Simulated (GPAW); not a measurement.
# A Mo chain with two Se atoms in line: transmission at several levels, part 2 of 2

Wanted: the zero-bias transmission of a Mo chain with two Se atoms in line on a ladder of levels, with run times.

GPAW 26.7.0; GPAW LCAO, PAW setups; Landauer transmission from Green's functions with principal layers (ASE), zero bias.

So far, transmission at the Fermi level (one spin): step 2 (GPAW, dzp, PBE, GPAW) 1.92; step 3 (basis szp(dzp), PBE, GPAW) 1.97; step 4 (basis sz(dzp), PBE, GPAW) 1.89; step 5 (revPBE) 1.91.

### 8. K-points along the lead 2

The lead's own mesh along the current sets its density and potential; where the lead is aligned to the junction's end layer, a rigid shift drops out.

This step: GPAW LCAO, PAW setups; Landauer transmission from Green's functions with principal layers (ASE), zero bias (GPAW 26.7.0).

Contents of run.py:

```python
import json
import numpy as np
from ase import Atoms
from ase.transport.calculators import TransportCalculator
from gpaw import GPAW, FermiDirac
from gpaw.lcao.tools import get_lcao_hamiltonian
from scipy.linalg import eigh

# The junction with lead layers at both ends, along the third cell vector
device = Atoms(
    ['Mo', 'Mo', 'Mo', 'Mo', 'Mo', 'Mo', 'Mo', 'Se', 'Se', 'Mo', 'Mo', 'Mo', 'Mo', 'Mo', 'Mo', 'Mo'],
    positions=[
        [4.50000, 4.50000, 1.12500],
        [4.50000, 4.50000, 3.37500],
        [4.50000, 4.50000, 5.62500],
        [4.50000, 4.50000, 7.87500],
        [4.50000, 4.50000, 10.12500],
        [4.50000, 4.50000, 12.37500],
        [4.50000, 4.50000, 14.62500],
        [4.50000, 4.50000, 16.86490],
        [4.50000, 4.50000, 19.16490],
        [4.50000, 4.50000, 21.40480],
        [4.50000, 4.50000, 23.65480],
        [4.50000, 4.50000, 25.90480],
        [4.50000, 4.50000, 28.15480],
        [4.50000, 4.50000, 30.40480],
        [4.50000, 4.50000, 32.65480],
        [4.50000, 4.50000, 34.90480]],
    cell=[[9.0, 0.0, 0.0], [0.0, 9.0, 0.0], [0.0, 0.0, 36.0298]],
    pbc=True)

# One principal layer of the lead: the first 5 atoms of the device
lead = Atoms(
    ['Mo', 'Mo', 'Mo', 'Mo', 'Mo'],
    positions=[
        [4.50000, 4.50000, 1.12500],
        [4.50000, 4.50000, 3.37500],
        [4.50000, 4.50000, 5.62500],
        [4.50000, 4.50000, 7.87500],
        [4.50000, 4.50000, 10.12500]],
    cell=[[9.0, 0.0, 0.0], [0.0, 9.0, 0.0], [0.0, 0.0, 11.25]],
    pbc=True)

settings = dict(mode='lcao', basis='dzp', xc='PBE', h=0.2,
                occupations=FermiDirac(0.1), maxiter=250,
                mixer=dict(beta=0.1, nmaxold=8, weight=100.0),
                convergence=dict(density=0.0001))
energies = np.arange(-2, 2 + 1e-9, 0.05)
eta = 0.0001
n1, n2 = 1, 1
# k and -k transmit alike, so half of the mesh across the current serves
mesh = [(i, j) for i in range(n1) for j in range(n2) if (i, j) <= (-i % n1, -j % n2)]
weights = np.array([1 if (i, j) == (-i % n1, -j % n2) else 2 for i, j in mesh]) / (n1 * n2)

# [... helper functions left out ...]
fermi_lead = ground_state(lead, (1, 1, 2), 'lead.txt')
fermi_device = ground_state(device, (1, 1, 2), 'device.txt')
# [... loop over the mesh left out, but for ...]
        # Shift the lead onto the potential of the device's first layer
        shift = ((H[:, 0, 0] - H0[:, 0, 0]) / S0[0, 0]).real.mean()
# [...]
kT = 8.617333e-5 * 300
bias = [0.1, 0.2, 0.5, 1.0, 1.5, 2.0]
# [... integrals and printing left out ...]
```

Run with:

```sh
OMP_NUM_THREADS=1 OPENBLAS_NUM_THREADS=1 python run.py
```

The log of the run:

```text
basis functions: device 432, principal layer 145
Fermi level: lead -2.7451 eV, device -2.8310 eV; lead shifted by -0.0019 eV
largest coupling past the next layer 2.80e-05 eV, largest misfit of the first layer 0.074 eV
  E-E_F (eV)   T (one spin)  [channel counts left out]
    -2.000    2.6127e+00
    -1.950    2.6136e+00
    -1.900    2.6125e+00
    -1.850    2.6093e+00
    -1.800    2.6038e+00
    -1.750    2.5956e+00
    -1.700    2.5827e+00
    -1.650    2.5703e+00
    -1.600    2.5518e+00
    -1.550    2.5287e+00
    -1.500    2.5010e+00
    -1.450    2.4844e+00
    -1.400    2.4570e+00
    -1.350    2.4281e+00
    -1.300    2.3985e+00
    -1.250    2.3673e+00
[...]
1.650    1.1840e+00
     1.700    1.1561e+00
     1.750    1.1258e+00
     1.800    1.0919e+00
     1.850    1.0518e+00
     1.900    1.0027e+00
     1.950    9.4819e-01
     2.000    9.1152e-01
conductance at 300 K: 1.9158 G0 a cell; thermopower 1.113 uV/K
current from the zero-bias T(E) at 0.1 V: 14.841 uA
current from the zero-bias T(E) at 0.2 V: 29.667 uA
current from the zero-bias T(E) at 0.5 V: 73.914 uA
current from the zero-bias T(E) at 1.0 V: 146.32 uA
current from the zero-bias T(E) at 1.5 V: 216.98 uA
current from the zero-bias T(E) at 2.0 V: 287.07 uA
```

It took 3 min on 1 thread of Arm Neoverse V2, shared host; peak memory 1.4 GiB.

The run finished with changed settings (lead_nz = 2); it serves as a test.

Side by side:

```tsv
quantity	this run	sound run	difference
conductance (G₀)	1.9158	1.9174	-0.00155
largest coupling past the next principal layer (eV)	2.800e-5	2.799e-5	1.1e-8
largest misfit of the first principal layer (eV)	0.073638	0.080569	-0.00693
shift that aligns the lead (eV)	-0.0019464	0.0085922	-0.0105
transmission at the Fermi level (one spin)	1.9168	1.9184	-0.00154
```

### 9. Mixing 0.25, smearing 0.3

Mixing changes the road to self-consistency, not its end. The mixing history changes the road to self-consistency, not its end. Smearing helps the SCF of a metal converge, but it blurs occupations at band edges near the Fermi level.

Changes to run.py since step 8:

```diff
@@ -44,4 +44,4 @@
 settings = dict(mode='lcao', basis='dzp', xc='PBE', h=0.2,
-                occupations=FermiDirac(0.1), maxiter=250,
-                mixer=dict(beta=0.1, nmaxold=8, weight=100.0),
+                occupations=FermiDirac(0.3), maxiter=250,
+                mixer=dict(beta=0.25, nmaxold=3, weight=100.0),
                 convergence=dict(density=0.0001))
@@ -55,3 +55,3 @@
 # [... helper functions left out ...]
-fermi_lead = ground_state(lead, (1, 1, 2), 'lead.txt')
+fermi_lead = ground_state(lead, (1, 1, 10), 'lead.txt')
 fermi_device = ground_state(device, (1, 1, 2), 'device.txt')
```

The log of the run:

```text
basis functions: device 432, principal layer 145
Fermi level: lead -2.7093 eV, device -2.8116 eV; lead shifted by 0.0030 eV
largest coupling past the next layer 2.80e-05 eV, largest misfit of the first layer 0.034 eV
  E-E_F (eV)   T (one spin)  [channel counts left out]
    -2.000    2.6177e+00
    -1.950    2.6184e+00
    -1.900    2.6162e+00
    -1.850    2.6110e+00
    -1.800    2.6025e+00
    -1.750    2.5896e+00
    -1.700    2.5781e+00
    -1.650    2.5572e+00
    -1.600    2.5326e+00
    -1.550    2.4995e+00
    -1.500    2.4791e+00
    -1.450    2.4587e+00
    -1.400    2.4332e+00
    -1.350    2.4050e+00
    -1.300    2.3755e+00
    -1.250    2.3452e+00
[...]
1.650    1.1744e+00
     1.700    1.1467e+00
     1.750    1.1161e+00
     1.800    1.0806e+00
     1.850    1.0373e+00
     1.900    9.8488e-01
     1.950    9.3324e-01
     2.000    9.1921e-01
conductance at 300 K: 1.8384 G0 a cell; thermopower 1.245 uV/K
current from the zero-bias T(E) at 0.1 V: 14.243 uA
current from the zero-bias T(E) at 0.2 V: 28.481 uA
current from the zero-bias T(E) at 0.5 V: 71.149 uA
current from the zero-bias T(E) at 1.0 V: 141.84 uA
current from the zero-bias T(E) at 1.5 V: 212.07 uA
current from the zero-bias T(E) at 2.0 V: 282.24 uA
```

The job ended after 6.4 min (1 thread; peak memory 1.3 GiB).

The run finished with changed settings (beta = 0.25, nmaxold = 3 and width = 0.3); it serves as a test.

The two runs compared:

```tsv
quantity	this run	sound run	difference
conductance (G₀)	1.8384	1.9174	-0.0789
largest coupling past the next principal layer (eV)	2.800e-5	2.799e-5	4.2e-9
largest misfit of the first principal layer (eV)	0.034122	0.080569	-0.0464
shift that aligns the lead (eV)	0.0030252	0.0085922	-0.00557
transmission at the Fermi level (one spin)	1.8388	1.9184	-0.0796
```

One result that differs is the largest misfit of the first principal layer, 0.0341 eV against 0.0806 eV.

### 10. Outcome

* conductance: 1.92 G₀
* transmission at the Fermi level, mean of the spins: 1.92
* thermopower: about 0 (under 1.5 μV/K)

In the dzp basis the junction conducts 1.92 G₀ at 300 K, with T = 1.92 a spin at the Fermi level; the sz basis reaches that conductance within 10 %. At the Fermi level the three most open eigenchannels pass 0.92, 0.50 and 0.50. Measured against the first run (dzp), the nearest curve is that of dzp-revPBE (r.m.s. 0.0096) and the farthest that of szp (0.060). Over the compared runs wall time goes from 84 s (sz) to 193 s (dzp), on a shared host. The geometry was built from estimated bond lengths and not relaxed, so the numbers describe this model structure. The run had no spin polarisation, so a magnetic state, which chains and small molecules with open shells often have, wasn't tested. An evenly spaced straight chain is an idealisation: free chains tend to dimerise, zigzag or, where a band edge lies near the Fermi level, turn magnetic. The currents use the zero-bias T(E) throughout, which holds only while the bias is small against the distance to the nearest feature. The energy step is wider than the thermal energy, so the conductance and thermopower rest on interpolation of T(E).

[Logs are printed without paths, hosts, clocks, repeated set-up lines and the standing remarks that a program may print on its own settings, such as how far it seeks lower states.]

[Hosts, paths, dates, database ids (printed as entryN), source tags and the programs' standing remarks are cut or masked in the printed files.]
